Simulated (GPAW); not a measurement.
Consider Na2MoO4 (Fd-3m).

```xyz
14
Lattice="0.0000 4.5544 4.5544 4.5544 0.0000 4.5544 4.5544 4.5544 0.0000" Properties=species:S:1:pos:R:3 pbc="T T T"
Mo    6.8317    6.8317    6.8317
Mo    4.5544    4.5544    4.5544
Na    3.4158    1.1386    3.4158
Na    3.4158    3.4158    1.1386
Na    1.1386    3.4158    3.4158
Na    1.1386    1.1386    1.1386
O     5.8088    5.8088    7.8545
O     5.5773    3.5316    5.5773
O     7.8545    7.8545    7.8545
O     3.5316    5.5773    5.5773
O     5.8088    7.8545    5.8088
O     5.5773    5.5773    3.5316
O     7.8545    5.8088    5.8088
O     3.5316    3.5316    3.5316
```

Absorber: atom 1, with 4 O at 1.77 Å (tetrahedral, site symmetry -43m). Method: GPAW, LDA, full core hole (charged cell), 14-atom cell with 6.4 Å between holes, 4×4×4 k points, dipole transitions, Gaussian full width 1.78 eV up to 4 eV, rising linearly to 3.5 eV at 25 eV.

What does the Mo L₃ edge look like?

Main maxima up to 30 eV above the zero (height): 1.8 eV (5.53), 11.4 eV (0.81) and 21.2 eV (0.51). At an L edge the dipole rule selects empty d (and weakly s) states on the absorber, and the strong line at the onset measures the empty part of its d band. 

The Mo L₃ spectrum (energy from the lowest empty level; intensity scaled to a mean of 1 over the first 20 eV):

```csv
E (eV),intensity
-2.0,0.08
-1.5,0.41
-1.0,1.31
-0.5,2.79
0.0,4.03
0.5,4.41
1.0,4.68
1.5,5.35
2.0,5.34
2.5,3.82
3.0,1.87
3.5,0.69
4.0,0.28
4.5,0.24
5.0,0.24
5.5,0.20
6.0,0.16
6.5,0.14
7.0,0.15
7.5,0.17
8.0,0.19
8.5,0.22
9.0,0.28
9.5,0.36
10.0,0.48
10.5,0.63
11.0,0.76
11.5,0.81
12.0,0.76
12.5,0.61
13.0,0.46
13.5,0.34
14.0,0.28
14.5,0.27
15.0,0.28
15.5,0.31
16.0,0.33
16.5,0.36
17.0,0.39
17.5,0.42
18.0,0.44
18.5,0.46
19.0,0.48
19.5,0.49
20.0,0.50
20.5,0.50
21.0,0.51
21.5,0.51
22.0,0.50
22.5,0.50
23.0,0.49
23.5,0.48
24.0,0.46
24.5,0.45
25.0,0.44
25.5,0.42
26.0,0.41
26.5,0.40
27.0,0.38
27.5,0.36
28.0,0.34
28.5,0.31
29.0,0.29
29.5,0.26
30.0,0.24
30.5,0.23
31.0,0.22
31.5,0.22
32.0,0.22
```

Only the L₃ part is meant: spin–orbit coupling of the core level isn't computed and the L₂ copy isn't added. The script folds with a Gaussian, whereas the core hole's own line is a Lorentzian, so the onset is too steep and the first peak too high. The holes are only 6.4 Å apart, so the shape is probably not converged with cell size; no larger cell was run here. The mesh is coarse (0.30 Å⁻¹ between points), so small maxima may be mesh ripples. Lifetime broadening is put in by hand, and intensities beyond about 20 eV depend on it and on the partial waves; weight that the partial waves miss at high energy is lost. The structure is a published determination, not relaxed.

[Banner, clock and machine lines of the logs are left out without a mark of their own.]

[Logs are printed without paths, hosts, clocks, repeated set-up lines and the standing remarks that a program may print on its own settings, such as how far it seeks lower states.]

[Hosts, paths, dates, database ids (printed as entryN), source tags and the programs' standing remarks are cut or masked in the printed files.]

[Lists of maxima count a maximum above −3 eV only where it reaches 4 % of the highest in the window and stands out from its surroundings by 2 % of it (1.5 % where it reaches 55 %); shoulders and weaker maxima are passed over, and of the rest the first, up to two pre-edge ones and the few strongest are named.]
